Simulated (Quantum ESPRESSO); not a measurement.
# Band edges of SiC(110) under the vacuum level, part 2 of 6

How deep do the band edges lie under the vacuum at SiC(110), and what does relaxation change?

Quantum ESPRESSO 7.5; plane-wave DFT, PBE, GBRV ultrasoft pseudopotentials.

So far: Set-up; Self-consistent run of the ideal slab; Potential by pp.x of the ideal slab; Macroscopic average.

## 5. Relaxing the ions

Both faces relax; the three middle layers are held, so that the slab's middle stays bulk-like.

relax.in

```
&control
  prefix = 'relax'
  outdir = './out'
  pseudo_dir = './pseudo'
  nstep = 60
  forc_conv_thr = 0.001
  calculation = 'relax'
/
&system
  ibrav = 0
  nat = 18
  ntyp = 2
  ecutwfc = 40
  ecutrho = 200
  occupations = 'smearing'
  smearing = 'fd'
  degauss = 0.002
/
&electrons
  conv_thr = 1e-07
  mixing_beta = 0.4
  electron_maxstep = 120
  mixing_mode = 'plain'
/
&ions
/
ATOMIC_SPECIES
  Si  28.0850  si_pbe_v1.uspp.F.UPF
  C   12.0110  c_pbe_v1.2.uspp.F.UPF
CELL_PARAMETERS angstrom
  4.38000000000000 0.00000000000000 0.00000000000000
  0.00000000000000 3.09712770159708 0.00000000000000
  0.00000000000000 0.00000000000000 28.38851080638831
ATOMIC_POSITIONS crystal
  Si  0.000000000000 0.000000000000 0.281804144450
  C   0.250000000000 0.500000000000 0.281804144450
  Si  0.500000000000 0.500000000000 0.336353108337
  C   0.750000000000 0.000000000000 0.336353108337
  Si  0.000000000000 0.000000000000 0.390902072225
  C   0.250000000000 0.500000000000 0.390902072225
  Si  0.500000000000 0.500000000000 0.445451036112 0 0 0
  C   0.750000000000 0.000000000000 0.445451036112 0 0 0
  Si  0.000000000000 0.000000000000 0.500000000000 0 0 0
  C   0.250000000000 0.500000000000 0.500000000000 0 0 0
  Si  0.500000000000 0.500000000000 0.554548963888 0 0 0
  C   0.750000000000 0.000000000000 0.554548963888 0 0 0
  Si  0.000000000000 0.000000000000 0.609097927775
  C   0.250000000000 0.500000000000 0.609097927775
  Si  0.500000000000 0.500000000000 0.663646891663
  C   0.750000000000 0.000000000000 0.663646891663
  Si  0.000000000000 0.000000000000 0.718195855550
  C   0.250000000000 0.500000000000 0.718195855550
K_POINTS automatic
  4 6 1 0 0 0
```

Launch:

```console
> OMP_NUM_THREADS=1 mpirun -n 4 pw.x -nk 2 -in relax.in > relax.out
```

The log of the run:

```text
[banner, memory and clock lines left out]
Program PWSCF v.7.5 starts
[citation notice left out]

[...]
Message from routine setup:
[...]
bravais-lattice index     =            0
     lattice parameter (alat)  =       8.2770  a.u.
     unit-cell volume          =    2598.7975 (a.u.)^3
     number of atoms/cell      =           18
     number of atomic types    =            2
     number of electrons       =        72.00
     number of Kohn-Sham states=           43
     kinetic-energy cutoff     =      40.0000  Ry
     charge density cutoff     =     200.0000  Ry
     scf convergence threshold =      1.0E-07
     mixing beta               =       0.4000
     number of iterations used =            8  plain     mixing
     energy convergence thresh.=      1.0E-04
     force convergence thresh. =      1.0E-03
     Exchange-correlation= SLA  PW   PBE  PBE
                           (   1   4   3   4   0   0   0)
     nstep                     =           60

[...]
PseudoPot. # 1 for Si read from file:
     ./pseudo/si_pbe_v1.uspp.F.UPF
     Pseudo is Ultrasoft + core correction, Zval =  4.0
     Generated by new atomic code, or converted to UPF format
     Using radial grid of  899 points,  6 beta functions with:
                l(1) =   0
                l(2) =   0
                l(3) =   1
                l(4) =   1
                l(5) =   2
                l(6) =   2
     Q(r) pseudized with  8 coefficients,  rinner =    0.900   0.900   0.900
                                                       0.900   0.900

     PseudoPot. # 2 for C  read from file:
     ./pseudo/c_pbe_v1.2.uspp.F.UPF
     Pseudo is Ultrasoft + core correction, Zval =  4.0
     Generated by new atomic code, or converted to UPF format
     Using radial grid of  721 points,  4 beta functions with:
                l(1) =   0
                l(2) =   0
                l(3) =   1
                l(4) =   1
     Q(r) pseudized with  8 coefficients,  rinner =    1.100   1.100   1.100

     atomic species   valence    mass     pseudopotential
     Si                4.00    28.08500     Si( 1.00)
     C                 4.00    12.01100     C ( 1.00)

      4 Sym. Ops. (no inversion) found

[...]
number of k points=    12  Fermi-Dirac smearing, width (Ry)=  0.0020
[...]
Dense  grid:   124231 G-vectors     FFT dimensions: (  40,  27, 243)

     Smooth grid:    88845 G-vectors     FFT dimensions: (  36,  24, 216)

     Initial potential from superposition of free atoms

     starting charge      71.9936, renormalised to      72.0000

     negative rho (up, down):  9.094E-04 0.000E+00
     Starting wfcs are   72 randomized atomic wfcs

     per-process dynamical memory:    90.0 Mb

     Self-consistent Calculation

     iteration #  1     ecut=    40.00 Ry     beta= 0.40
     Davidson diagonalization with overlap
     ethr =  1.00E-02,  avg # of iterations =  3.1

     negative rho (up, down):  7.327E-04 0.000E+00

     total energy              =    -188.67566615 Ry
     estimated scf accuracy    <       4.60848155 Ry

     iteration #  2     ecut=    40.00 Ry     beta= 0.40
[...]
negative rho (up, down):  8.366E-04 0.000E+00

[...]
total energy              =    -189.34196942 Ry
     estimated scf accuracy    <       0.85166504 Ry

     iteration #  3     ecut=    40.00 Ry     beta= 0.40
[...]
negative rho (up, down):  9.064E-04 0.000E+00

[...]
total energy              =    -189.44801029 Ry
     estimated scf accuracy    <       0.99173081 Ry

     iteration #  4     ecut=    40.00 Ry     beta= 0.40
[...]
negative rho (up, down):  9.691E-04 0.000E+00

[...]
total energy              =    -189.57308140 Ry
     estimated scf accuracy    <       0.22553239 Ry

     iteration #  5     ecut=    40.00 Ry     beta= 0.40
[...]
negative rho (up, down):  1.035E-03 0.000E+00

[...]
total energy              =    -189.58777096 Ry
     estimated scf accuracy    <       0.02819445 Ry

     iteration #  6     ecut=    40.00 Ry     beta= 0.40
[...]
negative rho (up, down):  1.064E-03 0.000E+00

[...]
total energy              =    -189.59203899 Ry
     estimated scf accuracy    <       0.02340213 Ry

[...]
iteration # 10     ecut=    40.00 Ry     beta= 0.40
[...]
negative rho (up, down):  1.082E-03 0.000E+00

[...]
total energy              =    -189.59328769 Ry
     estimated scf accuracy    <       0.00000957 Ry

     iteration # 11     ecut=    40.00 Ry     beta= 0.40
[...]
negative rho (up, down):  1.083E-03 0.000E+00

[...]
total energy              =    -189.59328752 Ry
     estimated scf accuracy    <       0.00000369 Ry

     iteration # 12     ecut=    40.00 Ry     beta= 0.40
[...]
negative rho (up, down):  1.084E-03 0.000E+00

[...]
total energy              =    -189.59328833 Ry
     estimated scf accuracy    <       0.00000090 Ry

     iteration # 13     ecut=    40.00 Ry     beta= 0.40
[...]
negative rho (up, down):  1.085E-03 0.000E+00

[...]
End of self-consistent calculation

          k = 0.0000 0.0000 0.0000 ( 11101 PWs)   bands (ev):

   -13.5869 -13.0949 -12.3708 -11.4397 -10.3483  -9.3354  -8.8112  -8.5091
    -8.4757  -6.0881  -5.7393  -5.3609  -4.8357  -3.9636  -3.6368  -3.5518
    -2.7714  -2.5235  -2.4684  -1.5605  -1.5054  -1.3241  -1.1302  -0.9371
    -0.6164  -0.2099  -0.0043   0.5423   0.6577   0.7873   1.1657   1.4409
     1.7190   1.7246   1.8285   1.8940   3.3732   3.6181   3.6333   4.3859
     5.2485   6.1714   6.2031

          k = 0.0000 0.2357 0.0000 ( 11084 PWs)   bands (ev):

   -13.2316 -12.7429 -12.0245 -11.1028 -10.0288  -9.0678  -8.7068  -8.3375
    -8.3285  -5.8369  -5.5353  -5.2529  -4.8127  -3.9582  -3.3687  -3.2684
    -3.0169  -2.7099  -2.5970  -2.3595  -2.2177  -2.0009  -1.3468  -1.2993
    -1.2847  -0.9430  -0.5570  -0.2037  -0.0203   0.0910   0.0994   0.4056
     0.5382   0.7876   1.6474   1.7014   3.5547   3.6675   4.7086   5.8199
     6.3618   6.3737   6.5366

[...]
the Fermi energy is     2.3455 ev

[...]
atom    4 type  2   force =    -0.03490361   -0.00000000   -0.01599111
     atom    5 type  1   force =     0.01658424    0.00000000   -0.00150973
     atom    6 type  2   force =    -0.00085792    0.00000000    0.00815982
     atom    7 type  1   force =    -0.00408140    0.00000000   -0.00179263
     atom    8 type  2   force =    -0.00368654    0.00000000   -0.00151346
     atom    9 type  1   force =     0.00504766    0.00000000    0.00000000
     atom   10 type  2   force =     0.00013769    0.00000000    0.00000000
     atom   11 type  1   force =    -0.00408140    0.00000000    0.00179263
     atom   12 type  2   force =    -0.00368654    0.00000000    0.00151346
     atom   13 type  1   force =     0.01658424    0.00000000    0.00150973
     atom   14 type  2   force =    -0.00085792    0.00000000   -0.00815982
     atom   15 type  1   force =    -0.01496831    0.00000000    0.03654426
     atom   16 type  2   force =    -0.03490361    0.00000000    0.01599111
     atom   17 type  1   force =     0.11303759    0.00000000   -0.06775381
     atom   18 type  2   force =    -0.07371673    0.00000000    0.01855578

     Total force =     0.230325     Total SCF correction =     0.000358

     BFGS Geometry Optimization
     Energy error            =      5.1E-02 Ry
     Gradient error          =      1.1E-01 Ry/Bohr

     number of scf cycles    =   1
     number of bfgs steps    =   0

     energy             new  =    -189.5932884300 Ry

     new trust radius        =       0.1317879989 bohr
     new conv_thr            =       0.0000001000 Ry

ATOMIC_POSITIONS (crystal)
Si               0.0136568308       -0.0000000000        0.2830671122
C                0.2410937864        0.5000000000        0.2814582547
Si               0.4981915775        0.5000000000        0.3356719036
C                0.7457830611       -0.0000000000        0.3360550254
Si               0.0020036530        0.0000000000        0.3908739300
C                0.2498963490        0.5000000000        0.3910541757
Si               0.5000000000        0.5000000000        0.4454510361    0   0   0
C                0.7500000000        0.0000000000        0.4454510361    0   0   0
Si               0.0000000000        0.0000000000        0.5000000000    0   0   0
C                0.2500000000        0.5000000000        0.5000000000    0   0   0
Si               0.5000000000        0.5000000000        0.5545489639    0   0   0
C                0.7500000000        0.0000000000        0.5545489639    0   0   0
Si               0.0020036530        0.0000000000        0.6091260700
C                0.2498963490        0.5000000000        0.6089458243
Si               0.4981915775        0.5000000000        0.6643280964
C                0.7457830611        0.0000000000        0.6639449746
Si               0.0136568308        0.0000000000        0.7169328878
C                0.2410937864        0.5000000000        0.7185417453

[...]
NEW-OLD atomic charge density approx. for the potential

     negative rho (up, down):  1.173E-03 0.000E+00

     per-process dynamical memory:   119.1 Mb

[...]
!    total energy              =    -189.63849693 Ry
[...]
Total force =     0.163958     Total SCF correction =     0.000203
[...]
number of bfgs steps    =   1
[...]
energy             new  =    -189.6384969330 Ry
[...]
new trust radius        =       0.1449667988 bohr
[...]
!    total energy              =    -189.66897589 Ry
[...]
Total force =     0.098991     Total SCF correction =     0.000199
[...]
number of bfgs steps    =   2
[...]
energy             new  =    -189.6689758904 Ry
[...]
new trust radius        =       0.2030849590 bohr
[...]
!    total energy              =    -189.68539137 Ry
[...]
Total force =     0.064958     Total SCF correction =     0.000116
[...]
number of bfgs steps    =   3
[...]
energy             new  =    -189.6853913732 Ry
[...]
new trust radius        =       0.0394092872 bohr
[...]
!    total energy              =    -189.68820284 Ry
[...]
Total force =     0.037562     Total SCF correction =     0.000139
[...]
number of bfgs steps    =   4
[...]
energy             new  =    -189.6882028420 Ry
[...]
new trust radius        =       0.0431512502 bohr
[...]
!    total energy              =    -189.68971226 Ry
[...]
Total force =     0.014971     Total SCF correction =     0.000088
[...]
number of bfgs steps    =   5
[...]
energy             new  =    -189.6897122573 Ry
[...]
new trust radius        =       0.0078112252 bohr
[...]
!    total energy              =    -189.68992082 Ry
[...]
Total force =     0.012416     Total SCF correction =     0.000121
[...]
number of bfgs steps    =   6
[...]
energy             new  =    -189.6899208240 Ry
[...]
new trust radius        =       0.0085923477 bohr
[...]
!    total energy              =    -189.69040271 Ry
[...]
Total force =     0.010600     Total SCF correction =     0.000046
[...]
number of bfgs steps    =   8
[...]
energy             new  =    -189.6904027079 Ry
[...]
new trust radius        =       0.0193327824 bohr
[...]
Self-consistent Calculation

     iteration #  1     ecut=    40.00 Ry     beta= 0.40
     Davidson diagonalization with overlap
     ethr =  1.00E-06,  avg # of iterations =  4.0

     negative rho (up, down):  1.179E-03 0.000E+00

     total energy              =    -189.69063551 Ry
     estimated scf accuracy    <       0.00036245 Ry

[...]
iteration # 10     ecut=    40.00 Ry     beta= 0.40
[...]
negative rho (up, down):  1.183E-03 0.000E+00

[...]
End of self-consistent calculation

          k = 0.0000 0.0000 0.0000 ( 11101 PWs)   bands (ev):

   -13.7013 -13.3467 -12.7563 -11.8054 -10.6350  -9.6080  -8.9764  -8.8206
    -8.7666  -6.1929  -5.9268  -5.5667  -4.9685  -4.1174  -3.7187  -3.5941
    -3.1185  -2.4324  -2.4019  -1.6482  -1.5951  -1.5749  -1.4560  -1.0928
    -0.8283  -0.4909  -0.4189   0.1575   0.5707   0.6364   0.6534   1.0236
     1.3044   1.4156   1.6117   1.6675   3.2512   3.8779   4.6774   4.8786
     5.0018   5.8015   6.2376

          k = 0.0000 0.2357 0.0000 ( 11084 PWs)   bands (ev):

   -13.3452 -12.9923 -12.4069 -11.4656 -10.3124  -9.3311  -8.7965  -8.7321
    -8.6510  -5.9423  -5.7156  -5.4392  -4.9405  -4.0393  -3.5384  -3.3025
    -3.1697  -2.9549  -2.9006  -2.5068  -2.4391  -2.1689  -1.7695  -1.4576
    -1.3524  -1.1793  -0.8268  -0.5202  -0.3934  -0.0994  -0.0689   0.0693
     0.4238   0.6462   1.3651   1.4728   4.3074   4.7268   5.0583   5.5702
     5.8446   6.1790   6.3181

[...]
the Fermi energy is     2.1615 ev

!    total energy              =    -189.69070040 Ry
     estimated scf accuracy    <          6.1E-10 Ry
     smearing contrib. (-TS)   =      -0.00002458 Ry
     internal energy E=F+TS    =    -189.69067582 Ry

     The total energy is F=E-TS. E is the sum of the following terms:
     one-electron contribution =   -3104.90787970 Ry
     hartree contribution      =    1577.72682687 Ry
     xc contribution           =     -72.53905976 Ry
     ewald contribution        =    1410.02943677 Ry
[key lines of the parts left out:]
convergence has been achieved in  13 iterations
```

Run time: 7.4 min. Hardware: 4 MPI ranks of Arm Neoverse V2, shared host; peak memory 0.89 GiB.

Step by step:

```csv
step,energy less that of the first step (eV),largest force (eV/Å)
1,0.0000,3.3884
2,-0.6151,2.5523
3,-1.0298,1.6041
4,-1.2531,0.8497
5,-1.2914,0.4724
6,-1.3119,0.1813
7,-1.3148,0.1225
8,-1.3176,0.1116
9,-1.3213,0.1002
10,-1.3254,0.1290
11,-1.3292,0.1467
12,-1.3312,0.1132
13,-1.3328,0.0450
14,-1.3331,0.0397
15,-1.3333,0.0312
16,-1.3334,0.0222
```

The atoms that moved most (Å):

```csv
atom,dx,dy,dz,length
Si17,0.206,0.000,-0.256,0.328
Si1,0.206,0.000,0.256,0.328
Si3,-0.008,0.000,-0.050,0.051
Si15,-0.008,0.000,0.050,0.051
C18,-0.039,0.000,-0.017,0.043
C2,-0.039,0.000,0.017,0.043
C4,-0.034,0.000,-0.011,0.036
C16,-0.034,0.000,0.011,0.036
```

Final coordinates:

```cif
data_structure
_symmetry_space_group_name_H-M 'P 1'
_symmetry_Int_Tables_number 1
_cell_length_a 4.3800
_cell_length_b 3.0971
_cell_length_c 28.3885
_cell_angle_alpha 90.000
_cell_angle_beta 90.000
_cell_angle_gamma 90.000
_cell_volume 385.10
loop_
_atom_site_label
_atom_site_type_symbol
_atom_site_fract_x
_atom_site_fract_y
_atom_site_fract_z
_atom_site_occupancy
Si1 Si 0.04702 0.00000 0.29081 1
C2 C 0.24112 0.50000 0.28241 1
Si3 Si 0.49816 0.50000 0.33458 1
C4 C 0.74219 0.00000 0.33595 1
Si5 Si 0.00233 0.00000 0.39138 1
C6 C 0.25229 0.50000 0.39092 1
Si7 Si 0.50000 0.50000 0.44545 1
C8 C 0.75000 0.00000 0.44545 1
Si9 Si 0.00000 0.00000 0.50000 1
C10 C 0.25000 0.50000 0.50000 1
Si11 Si 0.50000 0.50000 0.55455 1
C12 C 0.75000 0.00000 0.55455 1
Si13 Si 0.00233 0.00000 0.60862 1
C14 C 0.25229 0.50000 0.60908 1
Si15 Si 0.49816 0.50000 0.66542 1
C16 C 0.74219 0.00000 0.66405 1
Si17 Si 0.04702 0.00000 0.70919 1
C18 C 0.24112 0.50000 0.71759 1
```

The relaxation lowers the energy by 74 meV an atom. On the free atoms the largest force ends at 0.022 eV/Å.

This step gave:

- free energy: -2580.8815 eV
- energy at zero smearing: -2580.8814 eV
- Fermi energy: 2.171 eV

The program's own clock; routines nest. Time by routine:

```csv
routine,wall time (s),calls
PWSCF,443.1,1
electrons,426.1,16
c_bands,347.5,138
cegterg,327.1,828
h_psi,217.7,3308
fftw,146.7,224048
vloc_psi,134,3308
calbec,63.81,4520
sum_band,58.41,138
add_vuspsi,41.76,3308
s_psi,41.53,3308
h_psi:calbec,41.42,3308
newd,14.99,151
forces,12.59,16
```

[end of part 2 of 6]

[Logs are printed without paths, hosts, clocks, repeated set-up lines and the standing remarks that a program may print on its own settings, such as how far it seeks lower states.]

[Hosts, paths, dates, database ids (printed as entryN), source tags and the programs' standing remarks are cut or masked in the printed files.]

[Maps of the electrostatic potential energy from Ansatz leave out the sawtooth potential of an applied field or a dipole correction, so their vacuum need not be flat; planar profiles and work functions include it.]
